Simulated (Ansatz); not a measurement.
# Decaying states in the gap of CsRb2I3

A new crystal, CsRb2I3: structure, gap and complex bands. It is built by putting I for Br, Rb for Li in the CsLi2Br3 structure of space group Immm, with the volume rescaled by atomic radii. The parent structure comes from the Materials Project.

Main program and level: Ansatz 0.2.0; r2SCAN DFT, plane waves, PAW files, in the first sound run; inputs show where later runs differ.

The structure was built from a prototype and need not be the compound's stable phase.

## 1. Starting point

The structure is orthorhombic, space group Immm (No. 71). The conventional cell has a = 5.384 Å, b = 6.516 Å, c = 15.270 Å, α = 90.00°, β = 90.00°, γ = 90.00°. Cs has 8 I at 4.23 to 4.32 Å nearest. Rb has 5 I at 2.92 to 3.29 Å nearest. Nearest to I lie 4 Rb at 3.01 to 3.29 Å and 2 Cs at 4.32 Å. I has 2 Rb at 2.92 Å and 4 Cs at 4.23 Å nearest. It derives from CsLi2Br3. I for Br, Rb for Li in the CsLi2Br3 structure of space group Immm. Farther neighbours and most contacts between anions are not listed.

## 2. Cell and atoms at rest

The substituted atoms don't fit the parent's cell, so cell and atoms relax together. A small smearing keeps the run stable in case the gap closes on the way.

input.yaml

```yaml
crystal:
  lattice:
    - [-2.6920813957, 3.2581361861, 7.6349238906]
    - [2.6920813957, -3.2581361861, 7.6349238906]
    - [2.6920813957, 3.2581361861, -7.6349238906]
  atoms:
    - { symbol: Cs, position: [0.0, 0.5, 0.5] }
    - { symbol: Rb, position: [0.30865505, 0.80865505, 0.5] }
    - { symbol: Rb, position: [0.69134495, 0.19134495, 0.5] }
    - { symbol: I, position: [0.77909007, 0.77909007, 0.0] }
    - { symbol: I, position: [0.22090993, 0.22090993, 0.0] }
    - { symbol: I, position: [0.5, 0.0, 0.5] }
kpoints:
  mp_grid: { grid: [6, 6, 6] }
scf:
  occupations: { method: gaussian, width: 0.03 }
hamiltonian:
  xc: r2scan
output:
  forces: true
  stress: true
relax:
  f_tol: 0.02
  max_steps: 60
  cell: {}
```

Run with:

```
ansatz run input.yaml --threads 2 --pin off --max-ram 4096MiB --backend cpu --events-out ev --progress --plain --runs-dir out
```

Numbers of over 12 decimals in the logs are rounded to 6 here.

Log:

```text
basis.fft_grid_basis auto: the FFT boxes are laid along the combinations [[1, 0, 1], [0, 1, 1], [0, 0, 1]] of the cell's own vectors, 6.516, 5.384 and 8.727 Å long. The dense box has 48×40×64 points. Along the cell's own vectors, as sized, it would have 64×64×64, 2.13 times as many. Of the 8 symmetry operations that the crystal satisfies within crystal.symmetry.tolerance (time reversal apart; of a slab, those that ke [...]
Engine: ansatz 0.2.0, aarch64-unknown-linux-gnu
Pseudopotentials: kind: paw
Pseudopotential: Cs, paw, valence charge 9, recommended cutoff 500 eV (meta_gga), Cs.paw.azcp
Pseudopotential: Rb, paw, valence charge 9, recommended cutoff 500 eV (meta_gga), Rb.paw.azcp
Pseudopotential: I, paw, valence charge 17, recommended cutoff 500 eV (meta_gga), I.paw.azcp
Functional definition: r2SCAN
  parameter k0 = 0.174
  parameter k1 = 0.065
  parameter a1 = 4.9479
  exchange = r2scan_x(k0 = k0, k1 = k1, a1 = a1)
  correlation = r2scan_c
Crystal: 6 atoms, lattice volume = 267.869 Å³
Basis set: ecut = 500 eV, 6753 PW (Γ), FFT grids on a1+a3, a2+a3, a3, exchange–correlation on 192×160×256 points (64 copies of the dense FFT grid, shifted against one another)
Bands: 47, of which v1, the nominal top of the filled ones, is band 39 counted from 1 (38 counted from 0)
Symmetry: 8 space group operations
Space group: Immm (ITA 71), of the structure as read, at distance tolerance 6.4e-5 Å
k-points: 46 of 216
Non-local potential: Cs, projectors of the file, l = 0: 3, l = 1: 2, l = 2: 2, l = 3: 2
Non-local potential: Rb, projectors of the file, l = 0: 3, l = 1: 2, l = 2: 2
Non-local potential: I, projectors of the file, l = 0: 2, l = 1: 2, l = 2: 2, l = 3: 2
PAW form: soft (Blöchl's): semilocal exchange-correlation on the pseudo side does not see the compensation charge
PAW frozen core: Cs, regenerated for the run's functional (the file was generated under x = pbe(κ = 0.804, μ = 0.219515), c = pbe(β = 0.066725))
PAW frozen core: Rb, regenerated for the run's functional (the file was generated under x = pbe(κ = 0.804, μ = 0.219515), c = pbe(β = 0.066725))
PAW frozen core: I, regenerated for the run's functional (the file was generated under x = pbe(κ = 0.804, μ = 0.219515), c = pbe(β = 0.066725))
PAW one-centre angular grid: Cs, 302 points (default); XC on 160 Gauss nodes
PAW one-centre angular grid: Rb, 302 points (default); XC on 160 Gauss nodes
PAW one-centre angular grid: I, 590 points (default); XC on 160 Gauss nodes
Initial density: superposition of atomic densities (neutral atoms: chi_scale 0, normalization atom), corrected by the library's trained network
Initial wavefunctions: pseudopotential atomic-orbital guess
Functional: x = r2scan, c = r2scan; τ floored in thin density (d = 2e-4 eV/Å³)
SCF iter   1: F=—  HF=-34833.018660 eV  |F-HF|=—  |Δ(HF+E_count)|=         —  Δρ=2.84e-3  dr2=1.50e-2  dr2_τ=1.11e-2  ethr=1.77e-3  ⟨swp⟩=13.3  Hψ=11380  notcnv=0  defer=4
preconditioner: auto → Resta (q_TF=auto, 2.221 Å⁻¹)  ε∞=2.5  [insulator: Δε(μ)=3.989 eV  Ē_g=11.847 eV  σ=0.030 eV  W_gap=1.00  n_scr=38 (ndim 8)  ℏωp=14.7 eV  f_vac=0.161  D(μ)=0.00/eV (n_scr^D=0)  ε∞_Penn≈2.5]
SCF iter   2: F=—  HF=-34833.098023 eV  |F-HF|=—  |Δ(HF+E_count)|=   7.94e-2  Δρ=1.70e-3  dr2=4.95e-3  dr2_τ=2.50e-4  ethr=1.93e-5  ⟨swp⟩=3.6  Hψ=5452  notcnv=0  defer=101
SCF iter   3: F=—  HF=-34833.098581 eV  |F-HF|=—  |Δ(HF+E_count)|=   5.58e-4  Δρ=3.50e-4  dr2=2.54e-4  dr2_τ=2.32e-5  ethr=6.35e-6  ⟨swp⟩=3.0  Hψ=4234  notcnv=0  defer=55
automatic band count: iteration 3 solves 46 bands in place of 47: the levels show a gap, and the empty bands left out lie too high to hold charge; the band table lists the bands solved (type scf.n_extra_bands for more)
SCF iter   4: F=—  HF=-34833.098585 eV  |F-HF|=—  |Δ(HF+E_count)|=   4.47e-6  Δρ=1.15e-4  dr2=3.33e-5  dr2_τ=1.36e-6  ethr=3.26e-7  ⟨swp⟩=2.0  Hψ=3855  notcnv=0  defer=55
SCF iter   5: F=—  HF=-34833.098683 eV  |F-HF|=—  |Δ(HF+E_count)|=   9.81e-5  Δρ=3.37e-5  dr2=3.35e-6  dr2_τ=8.39e-8  ethr=4.26e-8  ⟨swp⟩=2.0  Hψ=3375  notcnv=0  defer=55
SCF iter   6: F=—  HF=-34833.098687 eV  |F-HF|=—  |Δ(HF+E_count)|=   3.61e-6  Δρ=6.75e-6  dr2=1.53e-7  dr2_τ=4.70e-9  ethr=4.30e-9  ⟨swp⟩=2.0  Hψ=3074  notcnv=0  defer=55
SCF iter   7: F=-34833.098687 eV  HF=-34833.098687 eV  |F-HF|=3.97e-9  |Δ(HF+E_count)|=   1.72e-7  Δρ=2.07e-6  dr2=9.87e-9  dr2_τ=4.87e-10  ethr=1.28e-10  ⟨swp⟩=5.0  Hψ=7411  notcnv=0
SCF 1 converged in 7 iterations: F = -34833.098687 eV  dr2 = 9.87e-9
  greatest PAW one-centre occupation: 0.999 electrons in one spin orbital (limit 2), on the I atom at site 5 (counted from 0), in its partial waves of l = 2
relax step   1: F+E_penalty+E_count = -34833.09868712 eV  Δ(F+E_penalty+E_count) = +0.000e0 eV  max|allowed force component| = 1.480e0 eV/Å  Δτ_max = 0.0000 Å  P = +7.856 GPa  Ω = 267.869 Å³  (7 SCF iters, dr2 threshold 1.00e-7 eV, accepted)
Crystal: 6 atoms, lattice volume = 296.720 Å³
Basis set: ecut = 500 eV, 7499 PW (Γ), FFT grids on a1+a3, a2+a3, a3, exchange–correlation on 192×160×256 points (64 copies of the dense FFT grid, shifted against one another)
Initial density: handed on by an earlier stage of this run
Initial wavefunctions: those handed on with the density
iter 1 solved again at ethr=1.20e-4 eV; its pass at ethr=3.10e-3 eV (dr2=9.33e-2 eV) is discarded
SCF iter   1: F=—  HF=-34833.297900 eV  |F-HF|=—  |Δ(HF+E_count)|=         —  Δρ=6.41e-3  dr2=9.67e-2  dr2_τ=7.89e-1  ethr=1.20e-4  ⟨swp⟩=2.4  Hψ=12361  notcnv=0
automatic band count: iteration 1 solves 44 bands in place of 47: the levels show a gap, and the empty bands left out lie too high to hold charge; the band table lists the bands solved (type scf.n_extra_bands for more)
preconditioner: auto → Resta (q_TF=auto, 2.184 Å⁻¹)  ε∞=2.6  [insulator: Δε(μ)=3.908 eV  Ē_g=11.126 eV  σ=0.030 eV  W_gap=1.00  n_scr=46 (ndim 8)  ℏωp=14.0 eV  f_vac=0.203  D(μ)=0.00/eV (n_scr^D=0)  ε∞_Penn≈2.6]
SCF iter   2: F=—  HF=-34834.708339 eV  |F-HF|=—  |Δ(HF+E_count)|=    1.41e0  Δρ=3.98e-3  dr2=4.20e-2  dr2_τ=5.20e-4  ethr=1.20e-4  ⟨swp⟩=4.5  Hψ=4539  notcnv=0
SCF iter   3: F=—  HF=-34834.698981 eV  |F-HF|=—  |Δ(HF+E_count)|=   9.36e-3  Δρ=1.12e-3  dr2=3.57e-3  dr2_τ=2.23e-4  ethr=5.38e-5  ⟨swp⟩=3.3  Hψ=4386  notcnv=0  defer=15
SCF iter   4: F=—  HF=-34834.698571 eV  |F-HF|=—  |Δ(HF+E_count)|=   4.10e-4  Δρ=3.13e-4  dr2=4.05e-4  dr2_τ=1.38e-5  ethr=4.58e-6  ⟨swp⟩=2.0  Hψ=4120  notcnv=0  defer=29
SCF iter   5: F=—  HF=-34834.698799 eV  |F-HF|=—  |Δ(HF+E_count)|=   2.28e-4  Δρ=1.39e-4  dr2=1.28e-4  dr2_τ=2.35e-6  ethr=5.19e-7  ⟨swp⟩=2.0  Hψ=2986  notcnv=0  defer=29
[...]
greatest PAW one-centre occupation: 0.998 electrons in one spin orbital (limit 2), on the I atom at site 4 (counted from 0), in its partial waves of l = 2
relax step   3: F+E_penalty+E_count = -34835.45246191 eV  Δ(F+E_penalty+E_count) = -7.537e-1 eV  max|allowed force component| = 5.116e-1 eV/Å  Δτ_max = 0.1973 Å  P = +1.765 GPa  Ω = 321.880 Å³  energy of the carried Pulay correction = -5.021e-3 eV  (7 SCF iters, dr2 threshold 6.00e-7 eV, accepted)
[...]
relax step   4: F+E_penalty+E_count = -34835.79734764 eV  Δ(F+E_penalty+E_count) = -3.449e-1 eV  max|allowed force component| = 2.367e-1 eV/Å  Δτ_max = 0.1954 Å  P = +0.601 GPa  Ω = 339.835 Å³  energy of the carried Pulay correction = -6.494e-3 eV  (7 SCF iters, dr2 threshold 6.00e-7 eV, accepted)
[...]
relax step   5: F+E_penalty+E_count = -34835.93838981 eV  Δ(F+E_penalty+E_count) = -1.410e-1 eV  max|allowed force component| = 3.854e-2 eV/Å  Δτ_max = 0.1949 Å  P = -0.118 GPa  Ω = 352.105 Å³  energy of the carried Pulay correction = -7.453e-3 eV  (7 SCF iters, dr2 threshold 6.00e-7 eV, accepted)
[...]
relax step   6: F+E_penalty+E_count = -34835.96779225 eV  Δ(F+E_penalty+E_count) = -2.940e-2 eV  max|allowed force component| = 6.695e-2 eV/Å  Δτ_max = 0.0362 Å  P = -0.242 GPa  Ω = 353.325 Å³  energy of the carried Pulay correction = -7.546e-3 eV  (6 SCF iters, dr2 threshold 6.00e-7 eV, accepted)
[...]
relax step   7: F+E_penalty+E_count = -34836.00531891 eV  Δ(F+E_penalty+E_count) = -3.753e-2 eV  max|allowed force component| = 3.854e-2 eV/Å  Δτ_max = 0.0777 Å  P = -0.326 GPa  Ω = 348.797 Å³  energy of the carried Pulay correction = -7.198e-3 eV  (6 SCF iters, dr2 threshold 6.00e-7 eV, accepted)
[...]
relax step   8: F+E_penalty+E_count = -34836.01707520 eV  Δ(F+E_penalty+E_count) = -1.176e-2 eV  max|allowed force component| = 8.963e-3 eV/Å  Δτ_max = 0.0093 Å  P = -0.203 GPa  Ω = 341.667 Å³  energy of the carried Pulay correction = -6.640e-3 eV  (6 SCF iters, dr2 threshold 2.74e-7 eV, accepted)
[...]
relax step   9: F+E_penalty+E_count = -34836.02242314 eV  Δ(F+E_penalty+E_count) = -5.348e-3 eV  max|allowed force component| = 1.702e-2 eV/Å  Δτ_max = 0.0068 Å  P = -0.011 GPa  Ω = 333.676 Å³  energy of the carried Pulay correction = -5.999e-3 eV  (6 SCF iters, dr2 threshold 1.61e-7 eV, accepted)
Basis set: ecut = 500 eV, 8451 PW (Γ), FFT grids on a1+a3, a2+a3, a3, exchange–correlation on 216×160×320 points (64 copies of the dense FFT grid, shifted against one another)
Initial wavefunctions: pseudopotential atomic-orbital guess (no wavefunctions were taken with the density)
iter 1 solved again at ethr=2.12e-7 eV; its pass at ethr=3.10e-3 eV (dr2=1.65e-4 eV) is discarded
SCF iter   1: F=—  HF=-34835.987346 eV  |F-HF|=—  |Δ(HF+E_count)|=         —  Δρ=8.89e-4  dr2=2.12e-4  dr2_τ=2.07e-4  ethr=2.12e-7  ⟨swp⟩=4.5  Hψ=18337  notcnv=0
preconditioner: auto → Resta (q_TF=auto, 2.141 Å⁻¹)  ε∞=2.2  [insulator: Δε(μ)=3.762 eV  Ē_g=11.874 eV  σ=0.030 eV  W_gap=1.00  n_scr=56 (ndim 8)  ℏωp=13.2 eV  f_vac=0.191  D(μ)=0.00/eV (n_scr^D=0)  ε∞_Penn≈2.2]
SCF iter   2: F=—  HF=-34836.030607 eV  |F-HF|=—  |Δ(HF+E_count)|=   4.33e-2  Δρ=4.47e-4  dr2=4.53e-5  dr2_τ=2.52e-4  ethr=2.12e-7  ⟨swp⟩=3.7  Hψ=5106  notcnv=0
SCF iter   3: F=—  HF=-34836.033988 eV  |F-HF|=—  |Δ(HF+E_count)|=   3.38e-3  Δρ=2.11e-4  dr2=1.00e-5  dr2_τ=5.53e-5  ethr=5.80e-8  ⟨swp⟩=2.0  Hψ=3468  notcnv=0
SCF iter   4: F=—  HF=-34836.034755 eV  |F-HF|=—  |Δ(HF+E_count)|=   7.67e-4  Δρ=1.45e-5  dr2=2.58e-7  dr2_τ=1.76e-7  ethr=1.28e-8  ⟨swp⟩=2.0  Hψ=3426  notcnv=0
SCF iter   5: F=—  HF=-34836.034745 eV  |F-HF|=—  |Δ(HF+E_count)|=   1.04e-5  Δρ=2.23e-6  dr2=2.77e-8  dr2_τ=1.41e-9  ethr=3.30e-10  ⟨swp⟩=2.0  Hψ=3260  notcnv=0
SCF iter   6: F=—  HF=-34836.034745 eV  |F-HF|=—  |Δ(HF+E_count)|=   5.47e-8  Δρ=5.62e-7  dr2=3.36e-9  dr2_τ=6.85e-11  ethr=3.55e-11  ⟨swp⟩=2.2  Hψ=3081  notcnv=0
SCF iter   7: F=—  HF=-34836.034745 eV  |F-HF|=—  |Δ(HF+E_count)|=   3.41e-9  Δρ=2.21e-7  dr2=4.60e-10  dr2_τ=5.26e-12  ethr=4.31e-12  ⟨swp⟩=2.0  Hψ=3102  notcnv=0
SCF iter   8: F=-34836.034745 eV  HF=-34836.034745 eV  |F-HF|=2.18e-11  |Δ(HF+E_count)|=  2.11e-10  Δρ=8.64e-8  dr2=4.72e-11  dr2_τ=1.08e-12  ethr=1.00e-12  ⟨swp⟩=3.9  Hψ=9852  notcnv=0
SCF 10 converged in 8 iterations: F = -34836.034745 eV  dr2 = 4.72e-11
  greatest PAW one-centre occupation: 0.999 electrons in one spin orbital (limit 2), on the I atom at site 4 (counted from 0), in its partial waves of l = 2
relax step  10: F+E_penalty+E_count = -34836.03474473 eV  Δ(F+E_penalty+E_count) = -1.232e-2 eV  max|allowed force component| = 1.710e-2 eV/Å  Δτ_max = 0.0000 Å  P = +0.013 GPa  Ω = 333.676 Å³  stress off target by 1.51e-2 GPa  SCF on the basis re-selected at this cell (its energy is not comparable with the rows above)  (8 SCF iters)
basis re-selected at this cell: Δ(F+E_penalty+E_count) = -1.232e-2 eV, ΔP = +0.024 GPa vs the last step (what re-selecting the basis moved, of the pressure what is left beyond the Pulay correction that the steps carried, after the strain that the cell walked since its last selection, with what the two solves' SCF thresholds leave and, on support functions, any second-order correction that the steps lacked; it is no measure of the basis error at this ecutwfc). The dense FFT grid was sized anew with the basis: this SCF ran on 54×40×80 points, the steps before it on 48×40×64, so part of this shift can come from that change (see relax.cell in the input reference). [rest of the remark cut]
SCF converged after 8 iterations
Free energy (F): -34836.034745 eV
Harris-Foulkes:  -34836.034745 eV  (|F-HF|=2.18e-11)
Internal energy: -34836.034745 eV  (E = F + TS)
E sigma→0 (E₀):  -34836.034745 eV
Fermi energy:    3.734868 eV
--- Per-component energies (eV) ---
  E_band       = -1569.774471
  E_kinetic    = 1094.808782
  E_local      = -8846.885300  (includes V_loc(G=0)·N_el)
  E_nonlocal   = 103.440519
  E_hartree    = 4136.457327
  E_xc         = -775.622196
  E_vxc        = -860.633907  (∫ρ·V_xc dr)
  E_paw        = -24881.521496  (= ΣΔE_a)
  E_vpaw       = -1381.984593  (= ΣTr[D̂ρ^β])
  E_aug_tail   = -0.000093  (compensation charges beyond the density's cutoff)
  E_vtau       = 48.564987  (kinetic-family band-sum trace: ∫τ·v_τ [+ j·A + Jᵃ·Aᵃ] dr)
  E_ewald      = -5666.687471
  E_core_change = -0.024817  (= ΣΔE_core)
  E_smearing   = -0.000000  (= −TS)
  E_closure    = -0.000000  (closes the sum)
  Σ components = -34836.034745   (vs F -34836.034745, Δ=0.00e0)
--- Forces (eV/Å), atoms counted from 1 ---
  atom   1  Cs     0.00000000     0.00000000     0.00000000
  atom   2  Rb    -0.00000000     0.00000000     0.01710433
  atom   3  Rb     0.00000000     0.00000000    -0.01710433
  atom   4  I     -0.00000000     0.00000000     0.00257011
  atom   5  I      0.00000000     0.00000000    -0.00257011
  atom   6  I      0.00000000     0.00000000     0.00000000
  max |Σ_I F_I| component: 1.11e-28 eV/Å
--- Stress (GPa, compression-positive) ---
        0.011941      -0.000000       0.000000
       -0.000000       0.012454      -0.000000
        0.000000      -0.000000       0.015121
  P = ⅓ Tr σ = 0.0132 GPa (0.132 kbar)
--- Relaxed structure (9 steps of the walk, 9 accepted, 1 SCFs on fresh bases) ---
  F+E_penalty+E_count = -34836.03474473 eV   max|allowed force component| = 1.710e-2 eV/Å   (the final SCF, on the basis selected at the relaxed cell)
  cell:  # Å, volume = 333.6758 Å³
    - [-2.505824, 3.563932, 9.340814]
    - [2.505824, -3.563932, 9.340814]
    - [2.505824, 3.563932, -9.340814]
  atoms:
    - { symbol: Cs, position: [-1.325385874375248e-19, 0.5, 0.5] }
    - { symbol: Rb, position: [0.311604, 0.811604, 0.5] }
    - { symbol: Rb, position: [0.688396, 0.188396, 0.5] }
    - { symbol: I, position: [0.829498, 0.829498, 0] }
    - { symbol: I, position: [0.170502, 0.170502, 0] }
    - { symbol: I, position: [0.5, -1.3253858743752524e-19, 0.5] }
```

It took 6.8 min on 2 threads of Arm Neoverse V2, shared host; peak memory 1.6 GiB.

Step by step:

| step | energy less that of the first step (eV) | largest force component (eV/Å) | pressure (GPa) | volume (Å³) |
| --- | --- | --- | --- | --- |
| 1 | 0.0000 | 1.4799 | 7.86 | 267.87 |
| 2 | -1.6001 | 0.8448 | 3.91 | 296.72 |
| 3 | -2.3538 | 0.5116 | 1.77 | 321.88 |
| 4 | -2.6987 | 0.2367 | 0.60 | 339.84 |
| 5 | -2.8397 | 0.0385 | -0.12 | 352.10 |
| 6 | -2.8691 | 0.0669 | -0.24 | 353.33 |
| 7 | -2.9066 | 0.0385 | -0.33 | 348.80 |
| 8 | -2.9184 | 0.0090 | -0.20 | 341.67 |
| 9 | -2.9237 | 0.0170 | -0.01 | 333.68 |
| 10* | -2.9361 | 0.0171 | 0.01 | 333.68 |

Relaxation steps marked * repeat the geometry before them on a plane-wave basis chosen anew for their cell, so energy and pressure can jump there.

Forces are held to the 8 operations that the run works with; a distortion that breaks them can't arise in this run.

| cell as run | before | after | change |
| --- | --- | --- | --- |
| a (Å) | 8.727 | 10.307 | +18.1 % |
| b (Å) | 8.727 | 10.307 | +18.1 % |
| c (Å) | 8.727 | 10.307 | +18.1 % |
| α (°) | 144.06 | 151.86 | +5.4 % |
| β (°) | 136.15 | 139.54 | +2.5 % |
| γ (°) | 57.93 | 50.01 | -13.7 % |
| volume (Å³/atom) | 44.64 | 55.61 | +24.6 % |

The atoms that moved most (Å, as changes of fractional coordinates times the final cell):

| atom | dx | dy | dz | length |
| --- | --- | --- | --- | --- |
| I4 | 0.000 | 0.000 | 0.942 | 0.942 |
| I5 | 0.000 | 0.000 | -0.942 | 0.942 |
| Rb2 | 0.000 | 0.000 | 0.055 | 0.055 |
| Rb3 | 0.000 | 0.000 | -0.055 | 0.055 |

The relaxed structure:

```xyz
6
Lattice="-2.5058 3.5639 9.3408 2.5058 -3.5639 9.3408 2.5058 3.5639 -9.3408" Properties=species:S:1:pos:R:3 pbc="T T T"
Cs    2.5058    0.0000    0.0000
Rb    2.5058    0.0000    5.8213
Rb    0.0000    3.5639    3.5196
I     0.0000    0.0000   15.4964
I     0.0000    0.0000    3.1853
I     0.0000    3.5639    0.0000
```

Numbers from this step:

```yaml
free_energy: -34836.0347 eV
fermi_energy: 3.735 eV
pressure: 0.01317 GPa
```

The largest force component on a free atom ends at 0.017 eV/Å.

[end of part 1 of 3]

[Logs are printed without paths, hosts, clocks, repeated set-up lines and the standing remarks that a program may print on its own settings, such as how far it seeks lower states.]

[Hosts, paths, dates, database ids (printed as entryN), source tags and the programs' standing remarks are cut or masked in the printed files.]
